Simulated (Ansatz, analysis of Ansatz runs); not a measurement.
# How large a cell does a hop of H in MgH2 (P4_2/mnm) need?

Aim: the barrier of one jump in MgH2 (P4_2/mnm) (V_H hop (2.5 Å), charge +1) in cells of several sizes and samplings, and what each costs. The smallest model is a cell of 72 host atoms with 1 H taken out.

Program: Ansatz 0.2.0. Level of theory: plane-wave PAW DFT, PBEsol; nudged elastic band between two relaxed defect structures at fixed charge in a uniform background. Results are calculated unless marked as measured.

### Step 1. The starting structure

The cell holds 71 atoms: 24 Mg and 47 H. Cell: a = 8.954 Å, b = 8.954 Å, c = 9.023 Å, α = 90.0°, β = 90.0°, γ = 90.0°. It derives from MgH2 (space group P4_2/mnm). Nearest the centre at fractional (0.500, 0.500, 0.500): H47 at 1.16 Å, Mg67 at 1.66 Å, Mg61 at 1.67 Å, H15 at 2.39 Å, H64 at 2.39 Å, H70 at 2.39 Å, H9 at 2.39 Å, Mg42 at 3.17 Å. The cell carries charge +1.

The cell's shortest repeat is 9.0 Å.

### Step 2. The band in the smallest cell

In each cell both ends are relaxed first and a climbing-image band joins them. Strain fields of neighbouring copies, and their charges if any, can act otherwise on the top of the path than on its ends, so the barrier may drift with size.

qp1_c72k1s.neb/input.yaml

```yaml
crystal:
  lattice:
    - [8.95437022, 0.0, 0.0]
    - [0.0, 8.95437022, 0.0]
    - [0.0, 0.0, 9.02322147]
  atoms:
    - { symbol: Mg, position: [0.24832991, 0.25060434, 0.1660079] }
    - { symbol: Mg, position: [0.00687992, -0.0068408, -0.00018569] }
    - { symbol: H, position: [0.34686643, 0.34858445, -0.00011058] }
    - { symbol: H, position: [0.40005124, 0.09749253, 0.16762878] }
    - { symbol: H, position: [0.15265287, 0.15052194, -0.0003805] }
    - { symbol: H, position: [0.09801705, 0.40428747, 0.16788298] }
    - { symbol: Mg, position: [0.2463256, 0.25033168, 0.49967018] }
    - { symbol: Mg, position: [-0.00516698, 0.00505899, 0.33068568] }
    - { symbol: H, position: [0.34636938, 0.35661931, 0.33614266] }
    - { symbol: H, position: [0.39889289, 0.09815789, 0.49969536] }
    - { symbol: H, position: [0.15096039, 0.15380918, 0.33262328] }
    - { symbol: H, position: [0.09131523, 0.39903026, 0.49968909] }
    - { symbol: Mg, position: [0.2485208, 0.25075895, 0.83353636] }
    - { symbol: Mg, position: [-0.00510422, 0.00517563, 0.66893586] }
    - { symbol: H, position: [0.34594361, 0.35746813, 0.66316647] }
    - { symbol: H, position: [0.40017063, 0.09781474, 0.83197225] }
    - { symbol: H, position: [0.15168087, 0.15329804, 0.6668329] }
    - { symbol: H, position: [0.09832865, 0.40431384, 0.8319765] }
    - { symbol: Mg, position: [0.25408221, 0.74609821, 0.16824056] }
    - { symbol: Mg, position: [-0.00010006, 0.5016454, -6.817e-05] }
    - { symbol: H, position: [0.34959055, 0.84411882, -0.00014132] }
    - { symbol: H, position: [0.40620456, 0.59396115, 0.17060962] }
    - { symbol: H, position: [0.15577097, 0.65063215, -0.00020744] }
    - { symbol: H, position: [0.1014266, 0.89918574, 0.17215944] }
    - { symbol: Mg, position: [0.22852662, 0.7716766, 0.49980121] }
    - { symbol: Mg, position: [-0.00132473, 0.50050922, 0.33348899] }
    - { symbol: H, position: [0.35407636, 0.8393447, 0.34118126] }
    - { symbol: H, position: [0.16044778, 0.64638294, 0.34065968] }
    - { symbol: H, position: [0.08634492, 0.91375713, 0.49984534] }
    - { symbol: Mg, position: [0.25389597, 0.74601827, 0.83139637] }
    - { symbol: Mg, position: [-0.0012081, 0.50025064, 0.66621342] }
    - { symbol: H, position: [0.35374828, 0.8395567, 0.65900713] }
    - { symbol: H, position: [0.40579173, 0.59367694, 0.82905685] }
    - { symbol: H, position: [0.16067181, 0.64604036, 0.65832031] }
    - { symbol: H, position: [0.10082348, 0.89866146, 0.82745576] }
    - { symbol: Mg, position: [0.75426258, 0.24552193, 0.16350079] }
    - { symbol: Mg, position: [0.49838617, 0.000167, -0.00026556] }
    - { symbol: H, position: [0.85173305, 0.34604804, 8.733e-05] }
    - { symbol: H, position: [0.90401886, 0.09560373, 0.16316236] }
    - { symbol: H, position: [0.65368701, 0.14866135, -0.00050795] }
    - { symbol: H, position: [0.60378979, 0.39654625, 0.15256866] }
    - { symbol: Mg, position: [0.75066649, 0.24940151, 0.4997891] }
    - { symbol: Mg, position: [0.49977116, 0.00124477, 0.33346211] }
    - { symbol: H, position: [0.8398873, 0.35308276, 0.33282966] }
    - { symbol: H, position: [0.89975458, 0.10020312, 0.49979012] }
    - { symbol: H, position: [0.64757764, 0.15929086, 0.33255601] }
    - { symbol: H, position: [0.59145884, 0.40878034, 0.4998609] }
    - { symbol: Mg, position: [0.754517, 0.24576896, 0.83604619] }
    - { symbol: Mg, position: [0.49949853, 0.00145731, 0.66617153] }
    - { symbol: H, position: [0.84112011, 0.35211564, 0.66704696] }
    - { symbol: H, position: [0.90429627, 0.09589121, 0.83648061] }
    - { symbol: H, position: [0.64672939, 0.16042173, 0.66672634] }
    - { symbol: H, position: [0.60382979, 0.39662617, 0.84700617] }
    - { symbol: Mg, position: [0.74921972, 0.75147955, 0.16607172] }
    - { symbol: Mg, position: [0.49650441, 0.50352022, -0.00017255] }
    - { symbol: H, position: [0.84956517, 0.847304, -4.275e-05] }
    - { symbol: H, position: [0.90217067, 0.59978202, 0.16770378] }
    - { symbol: H, position: [0.6511791, 0.65336673, -0.0003443] }
    - { symbol: H, position: [0.59592706, 0.90192455, 0.16769017] }
    - { symbol: Mg, position: [0.74960947, 0.75360448, 0.4999198] }
    - { symbol: Mg, position: [0.51882944, 0.48104822, 0.31712802] }
    - { symbol: H, position: [0.84671435, 0.84826866, 0.33278163] }
    - { symbol: H, position: [0.90176374, 0.60095346, 0.49995904] }
    - { symbol: H, position: [0.64235429, 0.65417755, 0.33637305] }
    - { symbol: H, position: [0.60106058, 0.9088243, 0.4999782] }
    - { symbol: Mg, position: [0.74940063, 0.75170627, 0.83360035] }
    - { symbol: Mg, position: [0.51880735, 0.48125205, 0.68253976] }
    - { symbol: H, position: [0.84630662, 0.84888504, 0.66693656] }
    - { symbol: H, position: [0.90244938, 0.59987812, 0.83206802] }
    - { symbol: H, position: [0.64322079, 0.65372959, 0.66348022] }
    - { symbol: H, position: [0.59593967, 0.9022772, 0.83175554] }
total_charge: 1
basis:
  ecutwfc: 420
  xc_grid: 2
hamiltonian:
  xc: pbesol
kpoints:
  mp_grid: { grid: [1, 1, 1], shift: [0.25, 0.25, 0.25] }
scf:
  occupations: { method: fixed }
  max_iter: 100
output:
  forces: true
neb:
  images: 3
  f_tol: 0.04
  climbing: true
  initial_path: idpp
  max_iterations: 45
  order_check: false
  final_atoms:
    - { symbol: Mg, position: [0.24966581, 0.24923043, 0.16599319] }
    - { symbol: Mg, position: [-0.00723522, 0.00727507, -0.00019878] }
[... 4 atom lines left out ...]
    - { symbol: Mg, position: [0.2493801, 0.24712148, 0.49967458] }
[... 1 atom line left out ...]
    - { symbol: H, position: [0.35612545, 0.34683665, 0.33611475] }
[... 5 atom lines left out ...]
    - { symbol: H, position: [0.3570168, 0.34637996, 0.66320961] }
[... 6 atom lines left out ...]
    - { symbol: H, position: [0.39573807, 0.60404992, 0.15265369] }
[... 10 atom lines left out ...]
    - { symbol: H, position: [0.39574394, 0.60408778, 0.84698432] }
[... 8 atom lines left out ...]
    - { symbol: Mg, position: [0.77097863, 0.22904409, 0.49979928] }
[... 4 atom lines left out ...]
    - { symbol: H, position: [0.40830543, 0.59163676, 0.49981995] }
[... 12 atom lines left out ...]
    - { symbol: Mg, position: [0.7529554, 0.75067004, 0.49994189] }
    - { symbol: Mg, position: [0.48093416, 0.51899681, 0.316973] }
[... 2 atom lines left out ...]
    - { symbol: H, position: [0.65358922, 0.64307249, 0.33643698] }
[... 2 atom lines left out ...]
    - { symbol: Mg, position: [0.48102043, 0.51910597, 0.68266623] }
[... 2 atom lines left out ...]
    - { symbol: H, position: [0.65314456, 0.64395788, 0.66349237] }
    - { symbol: H, position: [0.59925658, 0.90369312, 0.83194975] }
```

The run is started by

```sh
> ansatz run input.yaml --threads 32 --pin off --max-ram 84787MiB --backend cuda --events-out ev --progress --plain --runs-dir out --max-vram 78GiB
```

Numbers of over 12 decimals in the logs are rounded to 6 here.

What it wrote:

```text
Warning: neb: disabling space-group detection — the band's intermediate images generally break the endpoint symmetry, so the full k-mesh is solved, and no spatial operation symmetrises the density, ex [...]
Engine: ansatz 0.2.0, aarch64-unknown-linux-gnu
[...]
Pseudopotential: Mg, paw, valence charge 10, recommended cutoff 420 eV (normal), Mg.paw.azcp
Pseudopotential: H, paw, valence charge 1, recommended cutoff 420 eV (normal), H.paw.azcp
Functional definition: PBEsol
[...]
Crystal: 71 atoms, lattice volume = 723.489 Å³
Basis set: ecut = 420 eV, 14111 PW (Γ), exchange–correlation on 120×120×128 points (8 copies of the dense FFT grid, shifted against one another)
Bands: 214, of which v1, the nominal top of the filled ones, is band 143 counted from 1 (142 counted from 0)
[...]
k-points: 1
[...]
Functional: x = pbesol(κ = 0.804, μ = 0.123457), c = pbesol(β = 0.046)
SCF iter   1: F=—  HF=-46641.361940 eV  |F-HF|=—  |Δ(HF+E_count)|=         —  Δρ=1.04e-2  dr2=6.43e-1  ethr=1.77e-3  ⟨swp⟩=6.0  Hψ=605  notcnv=0  defer=68
[...]
SCF iter   2: F=—  HF=-46641.139852 eV  |F-HF|=—  |Δ(HF+E_count)|=   2.22e-1  Δρ=4.59e-3  dr2=1.47e-1  ethr=2.25e-4  ⟨swp⟩=2.0  Hψ=224  notcnv=0  defer=69
[...]
SCF iter   7: F=-46641.078270 eV  HF=-46641.078270 eV  |F-HF|=2.47e-9  |Δ(HF+E_count)|=   5.74e-7  Δρ=1.11e-6  dr2=1.57e-8  ethr=3.50e-11  ⟨swp⟩=5.0  Hψ=571  notcnv=0
SCF 1 converged in 7 iterations: F = -46641.078270 eV  dr2 = 1.57e-8
[...]
SCF 9 converged in 5 iterations: F = -46640.854128 eV  dr2 = 7.32e-8
[...]
SCF 10 converged in 5 iterations: F = -46640.644355 eV  dr2 = 8.04e-8
[...]
SCF 14 converged in 5 iterations: F = -46640.853595 eV  dr2 = 2.69e-9
[...]
SCF converged after 5 iterations
[...]
```

Wall time 4.3 s (1 × NVIDIA GB200 with 32 threads of Arm Neoverse V2, shared host); peak memory 1.5 GiB.

The path, image by image:

| image | path (Å) | energy (eV) | H47: x, y, z (Å) |
| --- | --- | --- | --- |
| 0 | 0.000 | 0.0000 | 5.296, 3.660, 4.510 |
| 1 | 0.677 | 0.2210 | 4.902, 3.999, 4.511 |
| 2 | 1.354 | 0.4320 | 4.427, 4.432, 4.511 |
| 3 | 2.026 | 0.2240 | 3.996, 4.903, 4.510 |
| 4 | 2.698 | 0.0000 | 3.656, 5.298, 4.510 |

### Step 3. The series

The other cells are run alike, on 1 × NVIDIA GB200 with 32 threads of Arm Neoverse V2, shared host.

| host atoms | shortest repeat (Å) | k-points | forward (eV) | backward (eV) | hop length (Å) | iterations | time of the band | peak memory (GiB) |
| --- | --- | --- | --- | --- | --- | --- | --- | --- |
| 72 | 8.9 | one point at (¼, ¼, ¼) | 0.432 | 0.432 | 2.32 | 4 | 4 s | 1.5 |
| 96 | 10.8 | one point at (¼, ¼, ¼) | 0.404 | 0.404 | 2.31 | 4 | 6 s | 2.0 |
| 216 | 12.7 | one point at (¼, ¼, ¼) | 0.402 | 0.402 | 2.29 | 4 | 14 s | 3.3 |

Energies along each band (eV from the start):

| host atoms | k-points | energies |
| --- | --- | --- |
| 72 | one point at (¼, ¼, ¼) | 0.000, 0.221, 0.432, 0.225, 0.000 |
| 96 | one point at (¼, ¼, ¼) | 0.000, 0.212, 0.404, 0.212, 0.000 |
| 216 | one point at (¼, ¼, ¼) | 0.000, 0.211, 0.402, 0.212, 0.000 |

### Step 4. What came out

```yaml
barrier_72_atoms_one_point_at: 0.432 eV
barrier_96_atoms_one_point_at: 0.404 eV
barrier_216_atoms_one_point_at: 0.402 eV
```

The largest cell gives a barrier of 0.40 eV and the first set-up 0.43 eV; over the series the values spread by 0.03 eV. The last two differ by 0.003 eV, and the values run one way, so the series seems to settle. From 72 atoms on it stays within 0.05 eV of the last value, at 29 % of the last band's time. One k-point samples cells of unlike shape differently, so the spread mixes size with sampling. The time of one iteration grows about as the number of atoms to the power 1.1, on shared hosts. No image-charge correction is applied. The order of the top as a saddle was not checked for all atoms, so a bent path could be lower. What this leaves open: one k-point off the zone centre stands for the whole zone.

[Logs are printed without paths, hosts, clocks, repeated set-up lines and the standing remarks that a program may print on its own settings, such as how far it seeks lower states.]

[Hosts, paths, dates, database ids (printed as entryN), source tags and the programs' standing remarks are cut or masked in the printed files.]
